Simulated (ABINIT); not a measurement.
# LiF (Griceite): one start, several treatments of the self-energy

Wanted: the gap of LiF (Griceite) under several approximations, with cost.

Calculated with ABINIT 10.8.3; PBE and many-body steps on it, plane waves.

**1. Starting point**

Symmetry: Fm-3m, No. 225, cubic system. The conventional cell has a = 4.028 Å, b = 4.028 Å, c = 4.028 Å, α = 90.00°, β = 90.00°, γ = 90.00°. Li has 6 F at 2.01 Å nearest. Nearest to F lie 6 Li at 2.01 Å. Farther neighbours and most contacts between anions are not listed.

The cell and positions come from the Crystallography Open Database and are kept as given unless a step says otherwise.

**2. Empty states on the mesh, 8×8×8 mesh, 309 bands**

This step: ABINIT 10.8.3; DFT, PBE, plane waves, norm-conserving pseudopotentials.

The sums over transitions need many empty states on a uniform mesh; this step solves for them.

File run.abi:

```
acell 3*1.0 Angstrom
rprim 
  -0.000000000000 2.014000000000 2.014000000000
  2.014000000000 -0.000000000000 2.014000000000
  2.014000000000 2.014000000000 -0.000000000000
ntypat 2
znucl 3 9
natom 2
typat 1 2
xred 
  0.000000000000 0.000000000000 0.000000000000
  0.500000000000 0.500000000000 0.500000000000
pp_dirpath "pseudos"
pseudos "Li.upf, F.upf"
ecut 36
ngkpt 8 8 8
nshiftk 1
shiftk 0 0 0
kptopt 1
chksymbreak 0
irdden 1
istwfk *1
nband 309
prtvol 0
optdriver 6
gwr_task "HDIAGO"
paral_kgb 0
occopt 1
indata_prefix "in"
outdata_prefix "out"
tmpdata_prefix "tmp"
```

On the command line:

```console
$ OMP_NUM_THREADS=1 mpirun -n 4 abinit run.abi > log
```

Log:

```text
.Version 10.8.3 of ABINIT. v10.8.2 released Aug 2026.

 Symmetries : space group Fm -3 m (#225); Bravais cF (face-center cubic)
[... echo of the input left out ...]
== DATASET  1 ==================================================================
-   mpi_nproc: 4, omp_nthreads: 1 (-1 if OMP is not activated)

--- !DatasetInfo
iteration_state: {dtset: 1, }
dimensions: {natom: 2, nkpt: 29, mband: 309, nsppol: 1, nspinor: 1, nspden: 1, mpw: 1158, }
cutoff_energies: {ecut:  36.0, pawecutdg:  -1.0, }
[...]
Direct band gap semiconductor
 Fundamental gap:     9.115 (eV)
   VBM:    -0.974 (eV) at k: [ 0.0000E+00,  0.0000E+00,  0.0000E+00]
   CBM:     8.141 (eV) at k: [ 0.0000E+00,  0.0000E+00,  0.0000E+00]
 Direct gap:         9.115 (eV) at k: [ 0.0000E+00,  0.0000E+00,  0.0000E+00]

== END DATASET(S) ==============================================================
================================================================================

 -outvars: echo values of variables after computation  --------
           etotal      0.0000000000E+00
            nband         309
             nkpt          29
          spgroup         225
 [... the other variables as echoed above ...]

 Calculation completed.
```

Run time: 16 s. Hardware: 4 MPI ranks of Intel Xeon Platinum 8375C at 2.90GHz (Ice Lake), shared host; peak memory 0.49 GiB; 62 s of CPU time.

This step gave:

```
gap                                                           : 9.115 eV
k of the valence top                                          : 0, 0, 0
k of the conduction bottom                                    : 0, 0, 0
least direct gap                                              : 9.115 eV
k points computed                                             : 29
lowest point of the top converged band, above the valence top : 384.5253 eV
```

On this mesh the gap is 9.115 eV.

The density comes from a self-consistent run that is not shown.

**3. Screening, 8×8×8 mesh, 126 bands, screening to 283 eV**

The RPA dielectric matrix is built and inverted for each q.

This step: RPA screening on PBE, plane waves, norm-conserving pseudopotentials.

Edit run.abi of step 2 so:

```diff
@@ -20,10 +20,11 @@
 chksymbreak 0
-irdden 1
 istwfk *1
-nband 309
-prtvol 0
-optdriver 6
-gwr_task "HDIAGO"
-paral_kgb 0
 occopt 1
+irdwfk 1
+optdriver 3
+nband 126
+ecuteps 10.4
+inclvkb 2
+awtr 1
+symchi 1
 indata_prefix "in"
```

Log:

```text
.Version 10.8.3 of ABINIT. v10.8.2 released Aug 2026.

 Symmetries : space group Fm -3 m (#225); Bravais cF (face-center cubic)
[... echo of the input left out ...]
== DATASET  1 ==================================================================
-   mpi_nproc: 4, omp_nthreads: 1 (-1 if OMP is not activated)

--- !DatasetInfo
iteration_state: {dtset: 1, }
dimensions: {natom: 2, nkpt: 29, mband: 126, nsppol: 1, nspinor: 1, nspden: 1, mpw: 1158, }
cutoff_energies: {ecut:  36.0, pawecutdg:  -1.0, }
electrons: {nelect:   1.00000000E+01, charge:   0.00000000E+00, occopt:   1.00000000E+00, tsmear:   1.00000000E-02, }

 SCREENING: Calculation of the susceptibility and dielectric matrices

 Based on a program developped by R.W. Godby, V. Olevano, G. Onida, and L. Reining.
 Incorporated in ABINIT by V. Olevano, G.-M. Rignanese, and M. Torrent.
.Using double precision arithmetic ; gwpc =  8

[... cell and pseudopotentials left out ...]
--------------------------------------------------------------------------------

 ==== K-mesh for the wavefunctions ====
 Number of points in the irreducible wedge :    29
[... list of points left out ...]
 Together with 48 symmetry operations and time-reversal symmetry
 yields   512 points in the full Brillouin Zone.

 ==== Q-mesh for the screening function ====
 Number of points in the irreducible wedge :    29
[... list of points left out ...]
 Together with 48 symmetry operations and time-reversal symmetry
 yields   512 points in the full Brillouin Zone.

 setmesh: FFT mesh size selected  =    24x   24x   24
          total number of points  =        13824

 vcoul_init : cutoff-mode = AUXILIARY_FUNCTION
 q-points for optical limit:   1
     1)      0.000010    0.000020    0.000030

- screening: taking advantage of time-reversal symmetry
- Maximum band index for partially occupied states nbvw = 5
- Remaining bands to be divided among processors   nbcw = 121
- Number of bands treated by each node ~30

 Number of electrons calculated from density =   10.0000; Expected =   10.0000
 average of density, n =  0.090697
 r_s =    1.3807
 omega_plasma =   29.0505 [eV]

 calculating chi0 at frequencies [eV] :
  1    0.000000E+00    0.000000E+00
  2    0.000000E+00    2.905047E+01

--------------------------------------------------------------------------------
  q-point number  1        q = ( 0.000000, 0.000000, 0.000000) [r.l.u.]
--------------------------------------------------------------------------------
[... chi0 elements left out ...]
 For q-point:  0.000010 0.000020 0.000030
  dielectric constant =   1.9652
  dielectric constant without local fields =   2.0784

  Average fulfillment of the sum rule on Im[epsilon] for q-point    1 :     86.29  [%]
[... wings left out ...]
  q-point number  2        q = ( 0.125000, 0.000000, 0.000000) [r.l.u.]
--------------------------------------------------------------------------------
[... chi0 elements left out ...]
  Average fulfillment of the sum rule on Im[epsilon] for q-point    2 :     96.91  [%]

 [... 27 further q-points ...]
```

Wall time 5.7 min (4 MPI ranks); peak memory 1.5 GiB; 23 min of CPU time.

This step gave:

| Item | Value |
| --- | --- |
| ε∞ with local fields, on this mesh, along the program's q direction | 1.965 |
| the same without local fields | 2.078 |
| plasma frequency | 29.05 eV |
| plane waves in the screening matrix | 169 |

Local fields lower ε∞ by 5 %.

**4. G0W0, Godby-Needs plasmon pole**

The self-energy is evaluated for the states that the input lists, and the levels follow from it, in one-shot runs by the linearised quasiparticle equation.

This step: G0W0 on PBE, plane waves, norm-conserving pseudopotentials.

Edit run.abi of step 3 so:

```diff
@@ -23,8 +23,15 @@
 irdwfk 1
-optdriver 3
+optdriver 4
 nband 126
+gwcalctyp 0
+ecutsigx 36
+symsigma 1
+nkptgw 1
+kptgw 
+  0.0000000000 0.0000000000 0.0000000000
+bdgw 
+  3 9
 ecuteps 10.4
-inclvkb 2
-awtr 1
-symchi 1
+irdscr 1
+ppmodel 1
 indata_prefix "in"
```

Log:

```text
.Version 10.8.3 of ABINIT. v10.8.2 released Aug 2026.

 Symmetries : space group Fm -3 m (#225); Bravais cF (face-center cubic)
[... echo of the input left out ...]
== DATASET  1 ==================================================================
-   mpi_nproc: 4, omp_nthreads: 1 (-1 if OMP is not activated)

--- !DatasetInfo
iteration_state: {dtset: 1, }
dimensions: {natom: 2, nkpt: 29, mband: 126, nsppol: 1, nspinor: 1, nspden: 1, mpw: 1158, }
cutoff_energies: {ecut:  36.0, pawecutdg:  -1.0, }
electrons: {nelect:   1.00000000E+01, charge:   0.00000000E+00, occopt:   1.00000000E+00, tsmear:   1.00000000E-02, }

 SIGMA: Calculation of the GW corrections

 Based on a program developped by R.W. Godby, V. Olevano, G. Onida, and L. Reining.
 Incorporated in ABINIT by V. Olevano, G.-M. Rignanese, and M. Torrent.
.Using double precision arithmetic ; gwpc =  8

[... cell and pseudopotentials left out ...]
--------------------------------------------------------------------------------

 ==== K-mesh for the wavefunctions ====
 Number of points in the irreducible wedge :    29
[... list of points left out ...]
 Together with 48 symmetry operations and time-reversal symmetry
 yields   512 points in the full Brillouin Zone.

 ==== Q-mesh for screening function ====
 Number of points in the irreducible wedge :    29
[... list of points left out ...]
 Together with 48 symmetry operations and time-reversal symmetry
 yields   512 points in the full Brillouin Zone.

 vcoul_init : cutoff-mode = AUXILIARY_FUNCTION
 q-points for optical limit:   1
     1)      0.000010    0.000020    0.000030
 setmesh: FFT mesh size selected  =    30x   30x   30
          total number of points  =        27000

 Number of electrons calculated from density =   10.0000; Expected =   10.0000
 average of density, n =  0.090697
 r_s =    1.3807
 omega_plasma =   29.0505 [eV]

 === KS Band Gaps ===
  >>>> For spin  1
   Minimum direct gap =   9.1146 [eV], located at k-point      :   0.0000  0.0000  0.0000
   Fundamental gap    =   9.1146 [eV], Top of valence bands at :   0.0000  0.0000  0.0000
                                       Bottom of conduction at :   0.0000  0.0000  0.0000
 SIGMA fundamental parameters:
 PLASMON POLE MODEL  1
 number of plane-waves for SigmaX                 1139
 number of plane-waves for SigmaC and W            169
 number of plane-waves for wavefunctions          1139
 number of bands                                   126
 number of independent spin polarizations            1
 number of spinorial components                      1
 number of k-points in IBZ                          29
 number of q-points in IBZ                          29
 number of symmetry operations                      48
 number of k-points in BZ                          512
 number of q-points in BZ                          512
 number of frequencies for dSigma/dE                 9
 frequency step for dSigma/dE [eV]                0.25
 number of omega for Sigma on real axis              0
 max omega for Sigma on real axis  [eV]           0.00
 zcut for avoiding poles [eV]                     0.10

 EPSILON^-1 parameters (SCR file):
 dimension of the eps^-1 matrix on file            169
 dimension of the eps^-1 matrix used               169
 number of plane-waves for wavefunctions          1139
 number of bands                                   126
 number of q-points in IBZ                          29
 number of frequencies                               2
 number of real frequencies                          1
 number of imag frequencies                          1

 matrix elements of self-energy operator (all in [eV])

 Perturbative Calculation

--- !SelfEnergy_ee
iteration_state: {dtset: 1, }
kpoint     : [   0.000,    0.000,    0.000, ]
spin       : 1
KS_gap     :    9.115
QP_gap     :   13.422
Delta_QP_KS:    4.308
data: !SigmaeeData |
     Band     E0 <VxcDFT>   SigX SigC(E0)      Z dSigC/dE  Sig(E)    E-E0       E
        3  -0.974 -23.053 -30.736   4.364   0.826  -0.210 -25.795  -2.742  -3.716
        4  -0.974 -23.053 -30.736   4.364   0.826  -0.210 -25.795  -2.742  -3.716
        5  -0.974 -23.053 -30.736   4.364   0.826  -0.210 -25.795  -2.742  -3.716
        6   8.141 -11.451  -6.603  -3.090   0.891  -0.123  -9.885   1.566   9.706
        7  23.017 -10.011  -3.078  -4.139   0.884  -0.131  -7.541   2.470  25.487
        8  23.017 -10.011  -3.078  -4.139   0.884  -0.131  -7.541   2.470  25.487
        9  23.017 -10.011  -3.078  -4.139   0.884  -0.131  -7.541   2.470  25.487

== END DATASET(S) ==============================================================
================================================================================

 -outvars: echo values of variables after computation  --------
           etotal      0.0000000000E+00
            nband         126
             nkpt          29
          spgroup         225
 [... the other variables as echoed above ...]

 Calculation completed.
```

Elapsed: 18 s, on 4 MPI ranks; peak memory 1.3 GiB; 71 s of CPU time.

Numbers from this step:

| Property | Result |
| --- | --- |
| G0W0 gap on the points computed | 13.42 eV |
| starting gap on the mesh | 9.115 eV |
| k of the valence top | 0, 0, 0 |
| k of the conduction bottom | 0, 0, 0 |
| Z at the valence top | 0.826 |
| Z at the conduction bottom | 0.891 |
| least direct G0W0 gap on the computed points | 13.42 eV |

The gap on the mesh goes from 9.11 eV to 13.42 eV, a correction of +4.31 eV.

**5. G0W0, Hybertsen-Louie plasmon pole**

Edit run.abi of step 4 so:

```diff
@@ -35,3 +35,3 @@
 irdscr 1
-ppmodel 1
+ppmodel 2
 indata_prefix "in"
```

Log:

```text
.Version 10.8.3 of ABINIT. v10.8.2 released Aug 2026.

 Symmetries : space group Fm -3 m (#225); Bravais cF (face-center cubic)
[... echo of the input left out ...]
== DATASET  1 ==================================================================
-   mpi_nproc: 4, omp_nthreads: 1 (-1 if OMP is not activated)

--- !DatasetInfo
iteration_state: {dtset: 1, }
dimensions: {natom: 2, nkpt: 29, mband: 126, nsppol: 1, nspinor: 1, nspden: 1, mpw: 1158, }
cutoff_energies: {ecut:  36.0, pawecutdg:  -1.0, }
electrons: {nelect:   1.00000000E+01, charge:   0.00000000E+00, occopt:   1.00000000E+00, tsmear:   1.00000000E-02, }

 SIGMA: Calculation of the GW corrections

 Based on a program developped by R.W. Godby, V. Olevano, G. Onida, and L. Reining.
 Incorporated in ABINIT by V. Olevano, G.-M. Rignanese, and M. Torrent.
.Using double precision arithmetic ; gwpc =  8

[... cell and pseudopotentials left out ...]
--------------------------------------------------------------------------------

 ==== K-mesh for the wavefunctions ====
 Number of points in the irreducible wedge :    29
[... list of points left out ...]
 Together with 48 symmetry operations and time-reversal symmetry
 yields   512 points in the full Brillouin Zone.

 ==== Q-mesh for screening function ====
 Number of points in the irreducible wedge :    29
[... list of points left out ...]
 Together with 48 symmetry operations and time-reversal symmetry
 yields   512 points in the full Brillouin Zone.

 vcoul_init : cutoff-mode = AUXILIARY_FUNCTION
 q-points for optical limit:   1
     1)      0.000010    0.000020    0.000030
 setmesh: FFT mesh size selected  =    30x   30x   30
          total number of points  =        27000

 Number of electrons calculated from density =   10.0000; Expected =   10.0000
[...]
number of q-points in BZ                          512
 number of frequencies for dSigma/dE                 9
 frequency step for dSigma/dE [eV]                0.25
 number of omega for Sigma on real axis              0
 max omega for Sigma on real axis  [eV]           0.00
 zcut for avoiding poles [eV]                     0.10

 EPSILON^-1 parameters (SCR file):
 dimension of the eps^-1 matrix on file            169
 dimension of the eps^-1 matrix used               169
 number of plane-waves for wavefunctions          1139
 number of bands                                   126
 number of q-points in IBZ                          29
 number of frequencies                               2
 number of real frequencies                          1
 number of imag frequencies                          1

 matrix elements of self-energy operator (all in [eV])

 Perturbative Calculation

--- !SelfEnergy_ee
iteration_state: {dtset: 1, }
kpoint     : [   0.000,    0.000,    0.000, ]
spin       : 1
KS_gap     :    9.115
QP_gap     :   14.102
Delta_QP_KS:    4.987
data: !SigmaeeData |
     Band     E0 <VxcDFT>   SigX SigC(E0)      Z dSigC/dE  Sig(E)    E-E0       E
        3  -0.974 -23.053 -30.736   3.574   0.881  -0.135 -26.673  -3.620  -4.594
        4  -0.974 -23.053 -30.736   3.574   0.881  -0.135 -26.673  -3.620  -4.594
        5  -0.974 -23.053 -30.736   3.574   0.881  -0.135 -26.673  -3.620  -4.594
        6   8.141 -11.451  -6.603  -3.363   0.921  -0.086 -10.083   1.367   9.508
        7  23.017 -10.011  -3.078  -4.226   0.925  -0.081  -7.508   2.503  25.520
        8  23.017 -10.011  -3.078  -4.226   0.925  -0.081  -7.508   2.503  25.520
        9  23.017 -10.011  -3.078  -4.226   0.925  -0.081  -7.508   2.503  25.520

== END DATASET(S) ==============================================================
================================================================================

 -outvars: echo values of variables after computation  --------
           etotal      0.0000000000E+00
            nband         126
             nkpt          29
          spgroup         225
 [... the other variables as echoed above ...]

 Calculation completed.
```

It took 21 s on 4 MPI ranks; peak memory 1.3 GiB.

This step gave:

```
G0W0 gap on the points computed              : 14.10 eV
starting gap on the mesh                     : 9.115 eV
k of the valence top                         : 0, 0, 0
k of the conduction bottom                   : 0, 0, 0
Z at the valence top                         : 0.881
Z at the conduction bottom                   : 0.921
least direct G0W0 gap on the computed points : 14.10 eV
```

Against G0W0 in ABINIT (8×8×8 mesh, 126 bands, screening to 283 eV, Godby-Needs plasmon pole), the gap moves by +0.680 eV.

**6. G0W0, von der Linden-Horsch plasmon pole**

Edit run.abi of step 5 so:

```diff
@@ -35,3 +35,3 @@
 irdscr 1
-ppmodel 2
+ppmodel 3
 indata_prefix "in"
```

Log:

```text
.Version 10.8.3 of ABINIT. v10.8.2 released Aug 2026.

 Symmetries : space group Fm -3 m (#225); Bravais cF (face-center cubic)
[... echo of the input left out ...]
== DATASET  1 ==================================================================
-   mpi_nproc: 4, omp_nthreads: 1 (-1 if OMP is not activated)

--- !DatasetInfo
iteration_state: {dtset: 1, }
dimensions: {natom: 2, nkpt: 29, mband: 126, nsppol: 1, nspinor: 1, nspden: 1, mpw: 1158, }
cutoff_energies: {ecut:  36.0, pawecutdg:  -1.0, }
[...]
7  23.017 -10.011  -3.078  -4.325   0.938  -0.066  -7.564   2.448  25.464
        8  23.017 -10.011  -3.078  -4.325   0.938  -0.066  -7.564   2.448  25.464
        9  23.017 -10.011  -3.078  -4.325   0.938  -0.066  -7.564   2.448  25.464

== END DATASET(S) ==============================================================
================================================================================

 -outvars: echo values of variables after computation  --------
           etotal      0.0000000000E+00
            nband         126
             nkpt          29
          spgroup         225
 [... the other variables as echoed above ...]

 Calculation completed.
```

Elapsed: 10 s, on 4 MPI ranks; peak memory 1.3 GiB; 40 s of CPU time.

Numbers from this step:

```
G0W0 gap on the points computed              : 13.88 eV
starting gap on the mesh                     : 9.115 eV
k of the valence top                         : 0, 0, 0
k of the conduction bottom                   : 0, 0, 0
least direct G0W0 gap on the computed points : 13.88 eV
```

Against G0W0 in ABINIT (8×8×8 mesh, 126 bands, screening to 283 eV, Godby-Needs plasmon pole), the gap moves by +0.462 eV.

(Continued in part 2 of 2.)

[Paths, hosts, dates, memory and timing lines, banners, echoed tables and standing remarks are left out of the program output.]

[Logs are printed without paths, hosts, clocks, repeated set-up lines and the standing remarks that a program may print on its own settings, such as how far it seeks lower states.]

[Runs of the session that timed out or met a known fault of the program may be left out.]

[No measured gap is set beside runs whose start may be inverted or whose files or cutoffs have a known fault.]

[Hosts, paths, dates, database ids (printed as entryN), source tags and the programs' standing remarks are cut or masked in the printed files.]

[G0W0 gaps are taken among the corrected bands and points alone; a level outside them can change the order at an edge.]

[Where Ansatz stands beside ABINIT at settings called matched, ABINIT's density can come from a denser mesh and the files from another edition; pairs whose starting gaps differed by over 0.03 eV were left out, so agreement reads better than it is.]
